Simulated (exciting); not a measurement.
# Core excitons at the Cu L₃ edge of CuI (Marshite), part 2 of 2

Aim: the Cu L₃ absorption edge of CuI (Marshite) with the electron–hole interaction treated explicitly, and what each term of the kernel does.

exciting sodium; X-ray absorption, core-level Bethe-Salpeter equation, exchange and statically screened direct term, Tamm-Dancoff, all-electron LAPW+lo PBE.

So far. Step 3 (A richer basis for the empty states): Against the first ground state the total energy moves by -10 meV an atom and the gap by -0.01 eV.

The database entry behind the starting cell differs from later determinations by our own check (about 0.15 % long (mineral sample)), so it need not match the best structure at ambient conditions.

## 4. Screening, kernels and BSE for Cu atom 2

The absorber has 4 I at 2.63 Å (tetrahedral, site symmetry -43m).

Input file input.xml:

```
<input>
  <title>CuI</title>
  <structure speciespath="." autormt="false" epslat="1.0e-5">
    <crystal>
      <basevect>0.0000000000 5.7287047458 5.7287047458</basevect>
      <basevect>5.7287047458 0.0000000000 5.7287047458</basevect>
      <basevect>5.7287047458 5.7287047458 0.0000000000</basevect>
    </crystal>
    <species speciesfile="I.xml" rmt="2.300">
      <atom coord="0.0000000000 0.0000000000 0.0000000000"/>
    </species>
    <species speciesfile="Cu.xml" rmt="2.300">
      <atom coord="0.7500000000 0.7500000000 0.7500000000"/>
    </species>
  </structure>
  <groundstate do="skip" xctype="GGA_PBE" ngridk="4 4 4" rgkmax="7" gmaxvr="14" nempty="8" swidth="0.001" maxscl="100" epsengy="1e-5"/>
  <xs xstype="BSE" ngridk="4 4 4" ngridq="4 4 4" vkloff="0.097 0.273 0.493" rgkmax="7" nempty="25" gqmax="3" lmaxapwwf="5" lmaxemat="3" broad="0.01654" tevout="true">
    <energywindow intv="32.927 34.544" points="440"/>
    <screening screentype="full" nempty="45"/>
    <BSE xas="true" xasspecies="2" xasatom="1" xasedge="L3" bsetype="singlet" nstlxas="1 21"/>
    <qpointset>
      <qpoint>0 0 0</qpoint>
    </qpointset>
    <plan>
      <doonly task="xsgeneigvec"/>
      <doonly task="writepmatxs"/>
      <doonly task="scrgeneigvec"/>
      <doonly task="scrwritepmat"/>
      <doonly task="screen"/>
      <doonly task="scrcoulint"/>
    </plan>
  </xs>
</input>
```

Input file input.xml for the exchange start (cutoff and plan only):

```
  gqmax="2"
  <plan>
    <doonly task="exccoulint"/>
  </plan>
```

Input file input.xml for the last start (plan only):

```
  <plan>
    <doonly task="bse"/>
  </plan>
```

Command:

```bash
> OMP_NUM_THREADS=1 mpirun -n 4 exciting
> OMP_NUM_THREADS=1 mpirun -n 4 exciting
> OMP_NUM_THREADS=4 exciting
```

Numbers of over 12 decimals in the logs are rounded to 6 here.

Log:

```text
| EXCITING SODIUM started for task xsgeneigvec ( 301)                          =
One-shot GS runs for BSE calculations
One-shot GS runs for k+qmt/2 grids
Info(xsgeneigvec): Generating eigenvectors for Q-point      1
Info(xsgeneigvec): Generation of eigenvectors finished
| EXCITING SODIUM started for task writepmatxs ( 320)                          =
Info(writepmatxs): Momentum matrix elements finished
| EXCITING SODIUM started for task scrgeneigvec ( 401)                         =
One-shot GS runs for BSE calculations
One-shot GS runs for k+qmt/2 grids
Info(xsgeneigvec): Generating eigenvectors for Q-point      1
Using screening GS parameters.
Info(xsgeneigvec): Generation of eigenvectors finished
| EXCITING SODIUM started for task scrwritepmat ( 420)                         =
Info(writepmatxs): Momentum matrix elements finished
Info(scrwritepmat): Momentum matrix elements for screening finished
| EXCITING SODIUM started for task screen ( 430)                               =
Info(screenlauncher): Calculating screening for unshifted q-grid.
Info(screenlauncher): Number of q points:      10
Info(screenlauncher): lowest (partially)  unoccupied state:     18
Info(screenlauncher): highest (partially) occupied state  :     17
Info(screenlauncher): number of occupied states considered:   17
Info(screenlauncher): number of unoccupied states considered:   46
Info(screenlauncher): Starting loop over q-points
Info(screenlauncher): Screening for unshifted q-grid finished
Info(screenlauncher): Screening finished
| EXCITING SODIUM started for task scrcoulint ( 440)                           =
Info(scrcoulintlauncher): Setting up screened Coulomb interaction matrix W.
Info(scrcoulintlauncher): Using momentum transfer vectors from list :   1 to  1
Info(scrcoulintlauncher): Calculating screened Coulomb interaction matrix W
Info(scrcoulintlauncher): Momentum transfer list index: iqmt=  1
Info(scrcoulintlauncher): Momentum transfer: vqmtl=   0.000   0.000   0.000
Info(scrcoulintlauncher): Calculating RR block of W
Info(scrcoulint): Inspecting occupations...
Info(setranges_modxs): Number of non-reduced k-points:       64
Info(setranges_modxs): Number of states considered:       43
Info(setranges_modxs): Number of (partially) occupied states:       12
Info(setranges_modxs): Highest (partially) occupied states:       17
Info(setranges_modxs): Number of (partially) unoccupied states:       26
Info(setranges_modxs): Lowest (partially) unoccupied states:       18
Info(scrcoulint): Selecting transitions...
Info(select_transitions): Inspecting transitions in the  band interval:
  lowest occupied state:   7
  highest occupied state:  10
  lowest unoccupied state:  18
  highest unoccupied state:  38
  Opening gap with a scissor of:      0.000/H      0.000/eV
Info(select_transitions): Number of participating transitions:    5376
Info(scrcoulint): Size of file SCCLI will be about     0.218697 GB
Info(scrcoulint): Using q-grid
Info(scrcoulint): Number of reduced q-points:     10
Info(scrcoulint): Number of non-reduced q-points:     64
Info(scrcoulint): Calculating W(G1,G2,qr) fourier coefficients
Info(scrcoulint): Calculating W matrix elements
Info(scrcoulintlauncher): Screened coulomb interaction finished for iqmt=   1
| EXCITING SODIUM started for task exccoulint ( 441)                           =
Info(exccoulintlauncher): Setting up exchange interaction matrix V.
Info(exccoulintlauncher): Using momentum transfer vectors from list :   1 to  1
Info(exccoulintlauncher):Calculating exchange interaction matrix V
Info(exccoulintlauncher): Momentum transfer list index: iqmt=  1
Info(exccoulintlauncher): Momentum transfer: vqmtl=   0.000   0.000   0.000
Info(exccoulintlauncher): Calculating RR block of V
Info(exccoulint): Inspecting occupations...
Info(setranges_modxs): Number of non-reduced k-points:       64
Info(setranges_modxs): Number of states considered:       43
Info(setranges_modxs): Number of (partially) occupied states:       12
Info(setranges_modxs): Highest (partially) occupied states:       17
Info(setranges_modxs): Number of (partially) unoccupied states:       26
Info(setranges_modxs): Lowest (partially) unoccupied states:       18
Info(exccoulint): Selecting transitions...
Info(select_transitions): Inspecting transitions in the  band interval:
  lowest occupied state:   7
  highest occupied state:  10
  lowest unoccupied state:  18
  highest unoccupied state:  38
  Opening gap with a scissor of:      0.000/H      0.000/eV
Info(select_transitions): Number of participating transitions:    5376
Info(exccoulint): Size of file EXCLI will be about     0.218697 GB
Info(exccoulint): Generating plane wave matrix elements for momentum transfer iqmt=   1
  Timing (in seconds)	   :     258.334
Info(exccoulint): Generating V matrix elements
Info(exccoulint): Zeroing Coulomb potential at G+qmt index:  1
Info(exccoulintlauncher): Exchange interaction finished for iqmt=   1
| EXCITING SODIUM started for task bse ( 445)                                  =
Info(bselauncher): Init time:    0.766683
Info(bselauncher): Setting up and diagonalizing BSE Hamiltonian.
Info(bselauncher): Using momentum transfer vectors from list :   1 to  1
Info(bselauncher): Distributing qmt-points over   1 processes.
Info(bselauncher): BSE type: singlet
Info(bselauncher): Momentum transfer list index: iqmt=  1
Info(bselauncher): Momentum transfer: vqmtl=   0.000   0.000   0.000
Info(bse): Inspecting occupations...
Info(setranges_modxs): Number of non-reduced k-points:       64
Info(setranges_modxs): Number of states considered:       43
Info(setranges_modxs): Number of (partially) occupied states:       12
Info(setranges_modxs): Highest (partially) occupied states:       17
Info(setranges_modxs): Number of (partially) unoccupied states:       26
Info(setranges_modxs): Lowest (partially) unoccupied states:       18
Info(select_transitions): Inspecting transitions in the  band interval:
  lowest occupied state:   7
  highest occupied state:  10
  lowest unoccupied state:  18
  highest unoccupied state:  38
  Opening gap with a scissor of:      0.000/H      0.000/eV
Info(select_transitions): Number of participating transitions:    5376
Info(bse): Selecting transitions...
Info(bse):bsegap (eV):   908.626289
Info(bse): Assembling BSE matrix
  RR/RA blocks of global BSE-Hamiltonian:
  Size of the Hamiltonian:    5376
  Number of k-points:      64
  Distributing matrix to   1 processes
  Local matrix shape   5376 x  5376
Info(bse): max local RAM needed for BSE matrices ~     0.430664 GB
Info(setup_bse_block): Setting up RR part of hamiltonian
Info(setup_bse_block): Singlet spin state
Info(bse): Diagonalizing RR Hamiltonian (TDA)
Info(bse): Invoking Lapack routine ZHEEVR
      5376 eigen solutions found in the interval:
         i1=       1 i2=    5376
Info(bse): Writing excition energies and oscillator strengths to text file.
Info(makespectrum_dist): Making spectrum using formula for coupling with time reversed AR basis.
Info(makespectrum_dist): Using formalism for vanishing momentum transfer.
Info(writederived): Writing quantities derived from the macroscopic dielectric function.
Info(bselauncher): Spectrum finished for iqmt=  1
Info(bselauncher): All done for BSE type singlet
```

Elapsed: 9.5 min, on 4 MPI ranks of Arm Neoverse V1, shared host.

Wall time by task: xsgeneigvec 4.7 s, writepmatxs 5.8 s, scrgeneigvec 2.3 s, scrwritepmat 2 s, screen 67 s, scrcoulint 2.4 min, exccoulint 4.3 min, bse 76 s.

The Cu L₃ spectrum of Cu atom 2 (energy from the Kohn–Sham onset, core level to the lowest empty state found on the meshes used, 907.99 eV; the ground-state mesh sets it, and the shifted mesh has its lowest transition 0.63 eV above it; Im ε scaled to the maximum of the singlet run; cut below the end of the band set):

```tsv
E (eV)	Im ε
-3.5	0.02
-3.0	0.03
-2.5	0.03
-2.0	0.04
-1.5	0.05
-1.0	0.07
-0.5	0.11
0.0	0.21
0.5	0.39
1.0	0.73
1.5	1.00
2.0	0.71
2.5	0.57
3.0	0.58
3.5	0.57
4.0	0.53
4.5	0.51
5.0	0.47
5.5	0.52
6.0	0.55
6.5	0.60
7.0	0.56
7.5	0.53
8.0	0.49
8.5	0.51
9.0	0.51
9.5	0.48
10.0	0.46
10.5	0.50
11.0	0.47
11.5	0.45
12.0	0.44
12.5	0.49
13.0	0.49
13.5	0.50
14.0	0.47
14.5	0.42
15.0	0.38
15.5	0.39
16.0	0.39
16.5	0.36
17.0	0.34
17.5	0.36
18.0	0.40
18.5	0.48
19.0	0.47
```

Maxima (height): 1.5 eV (1.00), 3.3 eV (0.60), 6.6 eV (0.60), 9.1 eV (0.51), 10.5 eV (0.50), 12.7 eV (0.50) and 18.7 eV (0.49).

The Hamiltonian has 5376 rows. The lowest groups of eigenvalues and the brightest ones, on the scale above (the program counts from the shifted mesh's onset, 0.63 eV higher). Core spinors bring spin-forbidden partners, so dark means forbidden by spin or by symmetry, and the shifted mesh splits states that symmetry would keep together:

```tsv
energy (eV)	states within 10 meV	relative strength
0.163	4	0.37
0.505	4	0.46
0.716	4	0.19
0.807	4	0.39
0.912	4	0.046
0.933	4	0.16
1.022	4	0.70
1.296	4	0.75
1.376	4	1.00
1.397	4	0.90
1.507	4	0.64
6.468	4	0.56
```

## 5. Independent particles

input.xml, as its differences from that of step 4:

```diff
@@ -19,3 +19,3 @@
     <screening screentype="full" nempty="45"/>
-    <BSE xas="true" xasspecies="2" xasatom="1" xasedge="L3" bsetype="singlet" nstlxas="1 21"/>
+    <BSE xas="true" xasspecies="2" xasatom="1" xasedge="L3" bsetype="IP" nstlxas="1 21"/>
     <qpointset>
@@ -24,8 +24,3 @@
     <plan>
-      <doonly task="xsgeneigvec"/>
-      <doonly task="writepmatxs"/>
-      <doonly task="scrgeneigvec"/>
-      <doonly task="scrwritepmat"/>
-      <doonly task="screen"/>
-      <doonly task="scrcoulint"/>
+      <doonly task="bse"/>
     </plan>
```

Command:

```bash
> OMP_NUM_THREADS=4 exciting
```

Log:

```text
| EXCITING SODIUM started for task bse ( 445)                                  =
Info(bselauncher): Init time:    0.767751
Info(bselauncher): Setting up and diagonalizing BSE Hamiltonian.
Info(bselauncher): Using momentum transfer vectors from list :   1 to  1
Info(bselauncher): Distributing qmt-points over   1 processes.
Info(bselauncher): BSE type: IP
Info(bselauncher): Momentum transfer list index: iqmt=  1
Info(bselauncher): Momentum transfer: vqmtl=   0.000   0.000   0.000
Info(bse): Inspecting occupations...
Info(setranges_modxs): Number of non-reduced k-points:       64
[...]
highest unoccupied state:  38
  Opening gap with a scissor of:      0.000/H      0.000/eV
Info(select_transitions): Number of participating transitions:    5376
Info(bse): Selecting transitions...
Info(bse):bsegap (eV):   908.626289
Info(bse): IP requested, nothing much to do
Info(bse): Writing excition energies and oscillator strengths to text file.
Info(makespectrum_dist): Making spectrum using formula for coupling with time reversed AR basis.
Info(makespectrum_dist): Using formalism for vanishing momentum transfer.
Info(writederived): Writing quantities derived from the macroscopic dielectric function.
Info(bselauncher): Spectrum finished for iqmt=  1
Info(bselauncher): All done for BSE type IP
```

Run time: 1.5 s. Hardware: 4 threads.

Maxima (height): 2.2 eV (0.62), 3.8 eV (0.53), 7.9 eV (0.53), 9.8 eV (0.51) and 13.9 eV (0.54); 4 lower ones aren't listed. Against the singlet run the r.m.s. difference is 32 %. Moving the earlier curve by +0.9 eV leaves 19 %. The highest maximum lies at 2.2 eV (0.62), against 1.5 eV (1.00).

## 6. Exchange alone

input.xml, as its differences from that of step 5:

```diff
@@ -19,3 +19,3 @@
     <screening screentype="full" nempty="45"/>
-    <BSE xas="true" xasspecies="2" xasatom="1" xasedge="L3" bsetype="IP" nstlxas="1 21"/>
+    <BSE xas="true" xasspecies="2" xasatom="1" xasedge="L3" bsetype="RPA" nstlxas="1 21"/>
     <qpointset>
```

Command:

```bash
> OMP_NUM_THREADS=4 exciting
```

Log:

```text
| EXCITING SODIUM started for task bse ( 445)                                  =
Info(bselauncher): Init time:    0.765002
Info(bselauncher): Setting up and diagonalizing BSE Hamiltonian.
Info(bselauncher): Using momentum transfer vectors from list :   1 to  1
Info(bselauncher): Distributing qmt-points over   1 processes.
Info(bselauncher): BSE type: RPA
Info(bselauncher): Momentum transfer list index: iqmt=  1
Info(bselauncher): Momentum transfer: vqmtl=   0.000   0.000   0.000
Info(bse): Inspecting occupations...
Info(setranges_modxs): Number of non-reduced k-points:       64
[...]
Info(setup_bse_block): Setting up RR part of hamiltonian
Info(setup_bse_block): Using RPA approximation
Info(bse): Diagonalizing RR Hamiltonian (TDA)
Info(bse): Invoking Lapack routine ZHEEVR
      5376 eigen solutions found in the interval:
         i1=       1 i2=    5376
Info(bse): Writing excition energies and oscillator strengths to text file.
Info(makespectrum_dist): Making spectrum using formula for coupling with time reversed AR basis.
Info(makespectrum_dist): Using formalism for vanishing momentum transfer.
Info(writederived): Writing quantities derived from the macroscopic dielectric function.
Info(bselauncher): Spectrum finished for iqmt=  1
Info(bselauncher): All done for BSE type RPA
```

Run time: 76 s. Hardware: 4 threads.

Maxima (height): 2.2 eV (0.61), 3.8 eV (0.53), 7.9 eV (0.53), 9.8 eV (0.51) and 13.9 eV (0.54); 4 lower ones aren't listed. The spectrum is that of the independent-particle run within 1 %.

## 7. The levels of theory side by side

```tsv
level	curve passes 0.15 (eV)	highest maximum (eV)	its height
IP	1.0	2.2	0.62
RPA	1.0	2.2	0.61
singlet	-0.2	1.5	1.00
```

```tsv
E (eV)	IP	RPA	singlet
-3.0	0.02	0.02	0.03
-2.0	0.02	0.02	0.04
-1.0	0.03	0.03	0.07
0.0	0.06	0.06	0.21
1.0	0.16	0.16	0.73
2.0	0.58	0.58	0.71
3.0	0.47	0.47	0.58
4.0	0.51	0.51	0.53
5.0	0.48	0.47	0.47
6.0	0.46	0.46	0.55
7.0	0.52	0.51	0.56
8.0	0.53	0.53	0.49
9.0	0.49	0.49	0.51
10.0	0.50	0.50	0.46
11.0	0.48	0.48	0.47
12.0	0.48	0.48	0.44
13.0	0.49	0.49	0.49
14.0	0.54	0.54	0.47
15.0	0.50	0.50	0.38
16.0	0.45	0.45	0.39
17.0	0.42	0.42	0.34
18.0	0.40	0.40	0.40
19.0	0.51	0.51	0.47
```

## 8. Summary of results

```
absorber and edge   : Cu L₃, atom 2
surroundings        : 4 I at 2.63 Å (tetrahedral, site symmetry -43m)
first bright state  : 0.16 eV from the Kohn–Sham onset, on this mesh
highest maximum     : 1.5 eV
cost of the BSE run : 9.5 min on 4 MPI ranks of Arm Neoverse V1, shared host; the last task ran on as many threads
```

In words: Is a core exciton bound? Undecided on this mesh: the first bright state (over 5 % of the brightest) lies at 0.16 eV from the Kohn–Sham onset and at -0.47 eV from the lowest bare transition of its own mesh. Exchange alone changes the independent-particle spectrum by 0.2 % r.m.s. With 64 k points the binding energies are rough, and fine structure above the first lines is partly noise of the mesh. The kernel cutoff is low for a compact core orbital, so the effect of exchange is a lower bound. The zero comes from the unshifted 4×4×4 ground-state mesh; it is exact only where the band minimum lies on that mesh. The conduction states carry no spin here, so the exchange coupling to the spinor core hole is only partly held. This core level is treated alone, with no coupling to its spin–orbit partner. The Kohn–Sham onset, 908 eV, is no photon energy (tabulated edge of the element: 932.7 eV): the scale needs a rigid shift. No quasiparticle correction widens the gap or stretches the bands. Vibrations and energy-dependent lifetimes are left out. The structure is a published determination, not relaxed.

[Banner, clock and machine lines of the logs are left out without a mark of their own.]

[Logs are printed without paths, hosts, clocks, repeated set-up lines and the standing remarks that a program may print on its own settings, such as how far it seeks lower states.]

[Hosts, paths, dates, database ids (printed as entryN), source tags and the programs' standing remarks are cut or masked in the printed files.]
